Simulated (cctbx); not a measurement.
**A crystallographic session in cctbx: YVIr2**

Library: cctbx 2025.11. The data are simulated by the first script.

## 1. Simulate the data

run.py:

```python
from cctbx import adptbx, crystal, miller, sgtbx, xray
from cctbx.array_family import flex
from iotbx.shelx import hklf
from scitbx import matrix
import scitbx.random

cs = crystal.symmetry(unit_cell=(4.275, 4.275, 8.904, 90, 90, 120), space_group_symbol='Hall: -P 6c 2c')  # P6_3/mmc
atoms = [  # label, site, U (iso, or U11 U22 U33 U12 U13 U23 in A^2), occupancy
    ("Ir1", (1/3, 2/3, 0.5758), (0.0061, 0.0061, 0.0058, 0.0030, 0.0000, 0.0000), 1),
    ("Y1", (2/3, 1/3, 0.75), (0.0069, 0.0069, 0.0067, 0.0034, 0.0000, -0.0000), 1),
    ("V1", (0, 0, 0), (0.0076, 0.0076, 0.0106, 0.0038, 0.0000, 0.0000), 1),
]
xs = xray.structure(crystal_symmetry=cs)
for label, site, u, occ in atoms:
    u = adptbx.u_cif_as_u_star(cs.unit_cell(), u) if isinstance(u, tuple) else u
    xs.add_scatterer(xray.scatterer(label, site=site, u=u, occupancy=occ))
xs.set_inelastic_form_factors(0.71073, "sasaki")
xs.show_summary()
p1 = xs.expand_to_p1()
ms = miller.build_set(p1, anomalous_flag=True, d_min=1.1)
flex.set_random_seed(72798)
scitbx.random.set_random_seed(72798)
ms = ms.select(flex.random_double(ms.size()) < 0.95)
i = ms.structure_factors_from_scatterers(p1, algorithm="direct").f_calc().as_intensity_array().data()
i = i * 5000 / flex.max(i)
sig = flex.sqrt(i + flex.pow2(0.03 * i) + 4 ** 2)
noise = scitbx.random.variate(scitbx.random.normal_distribution())(i.size())
data = ms.array(data=i + sig * noise, sigmas=sig).set_observation_type_xray_intensity()
with open("data.hkl", "w") as f:
    data.export_as_shelx_hklf(f)
print("reflections written:", data.size(), " <I/sigma> = %.1f" % flex.mean(data.data() / data.sigmas()))
for h, a, b in list(data.sort("data"))[:12]:
    print("%4d%4d%4d %9.1f %7.1f" % (h + (a, b)))
```

```console
$ python run.py
```

```text
Number of scatterers: 3
At special positions: 3
Unit cell: (4.275, 4.275, 8.904, 90, 90, 120)
Space group: P 63/m m c (No. 194)
reflections written: 409  <I/sigma> = 11.6
  -1  -1   0    5169.8   165.9
   1   1   0    5077.9   165.9
   1  -2   0    5068.8   165.9
  -1   2   0    5031.5   165.9
  -2   1   0    4997.9   165.9
   2  -1   0    4912.8   165.9
   0   1   3    3390.8   110.7
  -1   1   3    3257.2   110.7
   0  -1   3    3206.0   110.7
  -1   0  -3    3200.9   110.7
  -1   1  -3    3182.9   110.7
   1   0  -3    3175.4   110.7
```

Run time: 0.38 s on 1 thread of Arm Neoverse N1, on a shared host, peak memory 0.07 GiB.

## 2. Refinement (right model)

run.py:

```python
import math
from cctbx import adptbx, crystal, maptbx, sgtbx, xray
from cctbx.array_family import flex
from cctbx.xray import observations
from iotbx.shelx import hklf
from scitbx.lstbx import normal_eqns_solving
from smtbx import absolute_structure, utils
from smtbx.refinement import constraints, least_squares

cs = crystal.symmetry(unit_cell=(4.275, 4.275, 8.904, 90, 90, 120), space_group_symbol='Hall: -P 6c 2c')  # P6_3/mmc
atoms = [  # label, site, U (iso, or U11 U22 U33 U12 U13 U23 in A^2), occupancy
    ("Ir1", (1/3, 2/3, 0.5757), 0.0200, 1),
    ("Y1", (2/3, 1/3, 0.75), 0.0200, 1),
    ("V1", (0, 0, 0), 0.0200, 1),
]
xs = xray.structure(crystal_symmetry=cs)
for label, site, u, occ in atoms:
    u = adptbx.u_cif_as_u_star(cs.unit_cell(), u) if isinstance(u, tuple) else u
    xs.add_scatterer(xray.scatterer(label, site=site, u=u, occupancy=occ))
xs.set_inelastic_form_factors(0.71073, "sasaki")
raw = hklf.reader(file_name="data.hkl").as_miller_arrays(crystal_symmetry=cs, anomalous=True)[0]
merged = raw.eliminate_sys_absent().merge_equivalents()
fo2 = merged.array().set_observation_type_xray_intensity()
print("Rint %.3f, %d unique reflections to %.2f A" % (merged.r_int(), fo2.size(), fo2.d_min()))
for sc in xs.scatterers():
    sc.flags.set_grad_site(True)
    sc.flags.set_grad_u_aniso(sc.flags.use_u_aniso())
    sc.flags.set_grad_u_iso(sc.flags.use_u_iso())
obs = fo2.as_xray_observations()
extra = {}
rep = constraints.reparametrisation(xs, [], utils.connectivity_table(xs), **extra)
ls = least_squares.crystallographic_ls(obs, rep, weighting_scheme=least_squares.mainstream_shelx_weighting(a=0, b=0))
print("cycle     R1     wR2    GooF  max shift (A)")
for cycle in range(8):
    ls.build_up()
    r1, wr2, goof = ls.r1_factor(cutoff_factor=2)[0], ls.wR2(), ls.goof()
    old = xs.sites_cart()
    normal_eqns_solving.levenberg_marquardt_iterations(ls, n_max_iterations=3, tau=1e-06, step_threshold=1e-7)
    big = flex.max((xs.sites_cart() - old).norms())
    print("%4d %7.4f %7.4f %7.3f %9.5f" % (cycle + 1, r1, wr2, goof, big))
    ls.build_up(objective_only=True)
    if abs(ls.wR2() - wr2) < 5e-5 and big < 5e-4:
        break
ls.build_up()
print("final R1 %.4f wR2 %.4f GooF %.3f  parameters %d  data/parameter %.1f" % (ls.r1_factor(cutoff_factor=2)[0], ls.wR2(), ls.goof(), ls.n_parameters, fo2.size() / ls.n_parameters))
cov = ls.covariance_matrix_and_annotations()
su = dict(zip(cov.annotations, (math.sqrt(max(v, 0)) for v in cov.matrix.matrix_packed_u_diagonal())))
a2 = cs.unit_cell().reciprocal_parameters()[0] ** -2
print("atom        x        y        z      Ueq    occ   su(xyz)  su(Uiso or U11)")
for sc in xs.scatterers():
    s = max(su.get(sc.label + k, 0) for k in (".x", ".y", ".z"))
    npd = "" if sc.is_positive_definite_u(cs.unit_cell()) else "  NPD"
    print("%-5s %8.5f %8.5f %8.5f %8.4f %6.3f %8.5f %7.4f%s" % ((sc.label,) + sc.site + (sc.u_iso_or_equiv(cs.unit_cell()), sc.occupancy, s, su.get(sc.label + ".uiso", su.get(sc.label + ".u11", 0) * a2), npd)))
fo = fo2.f_sq_as_f()
fc = fo.structure_factors_from_scatterers(xs, algorithm="direct").f_calc()
diff = fo.f_obs_minus_f_calc(1 / math.sqrt(ls.scale_factor()), fc).average_bijvoet_mates()
m = diff.fft_map(symmetry_flags=maptbx.use_space_group_symmetry, resolution_factor=0.25).apply_volume_scaling()
print("difference map: max %.2f min %.2f rms %.2f" % (m.statistics().max(), m.statistics().min(), m.statistics().sigma()))
peaks = m.peak_search(parameters=maptbx.peak_search_parameters(min_distance_sym_equiv=0.6, max_clusters=6)).all()
near = xs.closest_distances(peaks.sites(), distance_cutoff=4)
sps = cs.special_position_settings(min_distance_sym_equiv=0.5)
for k, (x, h) in enumerate(zip(peaks.sites(), peaks.heights())):
    ss = sps.site_symmetry(x)
    print("Q%-3d %7.4f %7.4f %7.4f %4d %7.2f  %.2f A from %s" % ((k + 1,) + tuple(t % 1 for t in ss.exact_site()) + (ss.multiplicity(), h, near.smallest_distances[k], xs.scatterers()[near.i_seqs[k]].label)))
```

```console
$ python run.py
```

```text
Rint 0.029, 33 unique reflections to 1.10 A
cycle     R1     wR2    GooF  max shift (A)
   1  0.0553  0.1202   6.788   0.00029
   2  0.0057  0.0159   0.898   0.00000
final R1 0.0057 wR2 0.0159 GooF 0.898  parameters 4  data/parameter 8.2
atom        x        y        z      Ueq    occ   su(xyz)  su(Uiso or U11)
Ir1    0.33333  0.66667  0.57573   0.0061  1.000  0.00009  0.0004
Y1     0.66667  0.33333  0.75000   0.0065  1.000  0.00000  0.0007
V1     0.00000  0.00000  0.00000   0.0084  1.000  0.00000  0.0011
difference map: max 0.49 min -0.39 rms 0.13
Q1    0.3333  0.6667  0.0464    4    0.50  1.09 A from Ir1
Q2    0.0000  0.0000  0.2500    2    0.37  2.23 A from V1
Q3    0.0919  0.4352  0.6185   24    0.25  1.08 A from Ir1
Q4    0.3333  0.6667  0.1874    4    0.25  0.56 A from Y1
Q5    0.0000  0.0000  0.0430    4    0.19  0.38 A from V1
Q6    0.3333  0.6667  0.7500    2    0.16  1.55 A from Ir1
```

Time: 0.55 s.

## 3. Simulate the data

run.py, as its changes from the last script of this kind:

```diff
@@ -20 +20 @@
-ms = miller.build_set(p1, anomalous_flag=True, d_min=1.1)
+ms = miller.build_set(p1, anomalous_flag=True, d_min=0.84)
```

```console
$ python run.py
```

```text
Number of scatterers: 3
At special positions: 3
Unit cell: (4.275, 4.275, 8.904, 90, 90, 120)
Space group: P 63/m m c (No. 194)
reflections written: 936  <I/sigma> = 10.3
   1   1   0    5128.3   165.9
  -1  -1   0    5126.7   165.9
  -1   2   0    4930.4   165.9
   2  -1   0    4897.6   165.9
   1  -2   0    4827.7   165.9
   1   0  -3    3319.8   110.7
   0   1  -3    3307.9   110.7
   0   1   3    3276.6   110.7
   1   0   3    3270.8   110.7
  -1   1   3    3231.5   110.7
  -1   0  -3    3225.8   110.7
   1  -1   3    3186.9   110.7
```

Time: 0.4 s.

## 4. Refinement (right model)

run.py, as its changes from the last script of this kind:

```diff
@@ -12 +12 @@
-    ("Ir1", (1/3, 2/3, 0.5757), 0.0200, 1),
+    ("Ir1", (1/3, 2/3, 0.577), 0.0200, 1),
@@ -20,0 +21 @@
+xs.convert_to_anisotropic()
```

```console
$ python run.py
```

```text
Rint 0.037, 66 unique reflections to 0.84 A
cycle     R1     wR2    GooF  max shift (A)
   1  0.0993  0.2102  11.033   0.00988
   2  0.0079  0.0166   0.870   0.00002
final R1 0.0079 wR2 0.0166 GooF 0.870  parameters 7  data/parameter 9.4
atom        x        y        z      Ueq    occ   su(xyz)  su(Uiso or U11)
Ir1    0.33333  0.66667  0.57589   0.0060  1.000  0.00007  0.0002
Y1     0.66667  0.33333  0.75000   0.0070  1.000  0.00000  0.0004
V1     0.00000  0.00000  0.00000   0.0089  1.000  0.00000  0.0007
difference map: max 0.74 min -0.75 rms 0.20
Q1    0.9847  0.3306  0.2500   12    0.76  1.46 A from Y1
Q2    0.0963  0.1925  0.1029   12    0.52  1.16 A from V1
Q3    0.0000  0.3255  0.5000   12    0.42  1.39 A from V1
Q4    0.1057  0.5528  0.1603   12    0.40  1.16 A from Y1
Q5    0.3333  0.6667  0.6524    4    0.37  0.68 A from Ir1
Q6    0.1431  0.2862  0.6375   12    0.36  1.51 A from Ir1
```

Time: 2.4 s.

## 5. Simulate the data

run.py, as its changes from the last script of this kind:

```diff
@@ -20 +20 @@
-ms = miller.build_set(p1, anomalous_flag=True, d_min=0.84)
+ms = miller.build_set(p1, anomalous_flag=True, d_min=0.6)
```

```console
$ python run.py
```

```text
Number of scatterers: 3
At special positions: 3
Unit cell: (4.275, 4.275, 8.904, 90, 90, 120)
Space group: P 63/m m c (No. 194)
reflections written: 2591  <I/sigma> = 8.5
   1  -2   0    5254.1   165.9
   1   1   0    5160.6   165.9
  -1   2   0    5030.3   165.9
  -2   1   0    5026.9   165.9
  -1  -1   0    4961.5   165.9
   2  -1   0    4946.4   165.9
   1   0   3    3339.5   110.7
   0  -1   3    3298.3   110.7
   0   1   3    3197.5   110.7
   0  -1  -3    3170.3   110.7
   1  -1   3    3160.3   110.7
   1   0  -3    3156.1   110.7
```

Time: 2.3 s.

## 6. Refinement (right model)

run.py, as its changes from the last script of this kind:

```diff
@@ -12 +12 @@
-    ("Ir1", (1/3, 2/3, 0.577), 0.0200, 1),
+    ("Ir1", (1/3, 2/3, 0.5744), 0.0200, 1),
```

```console
$ python run.py
```

```text
Rint 0.045, 161 unique reflections to 0.60 A
cycle     R1     wR2    GooF  max shift (A)
   1  0.1857  0.3762  17.315   0.01292
   2  0.0098  0.0212   0.976   0.00001
final R1 0.0098 wR2 0.0212 GooF 0.976  parameters 7  data/parameter 23.0
atom        x        y        z      Ueq    occ   su(xyz)  su(Uiso or U11)
Ir1    0.33333  0.66667  0.57585   0.0061  1.000  0.00003  0.0001
Y1     0.66667  0.33333  0.75000   0.0068  1.000  0.00000  0.0002
V1     0.00000  0.00000  0.00000   0.0087  1.000  0.00000  0.0003
difference map: max 2.30 min -1.38 rms 0.43
Q1    0.3333  0.6667  0.7500    2    2.30  1.55 A from Ir1
Q2    0.0000  0.0000  0.2500    2    1.81  2.23 A from V1
Q3    0.3333  0.6667  0.0324    4    1.64  0.96 A from Ir1
Q4    0.1058  0.4448  0.7500   12    1.47  1.69 A from Y1
Q5    0.1311  0.5655  0.5392   12    1.45  0.82 A from Ir1
Q6    0.2434  0.4869  0.6767   12    1.21  1.12 A from Ir1
```

It took 0.9 s on 1 thread of Arm Neoverse N1 (shared host), peak memory 0.09 GiB.

[Logs are printed without paths, hosts, clocks, repeated set-up lines and the standing remarks that a program may print on its own settings, such as how far it seeks lower states.]
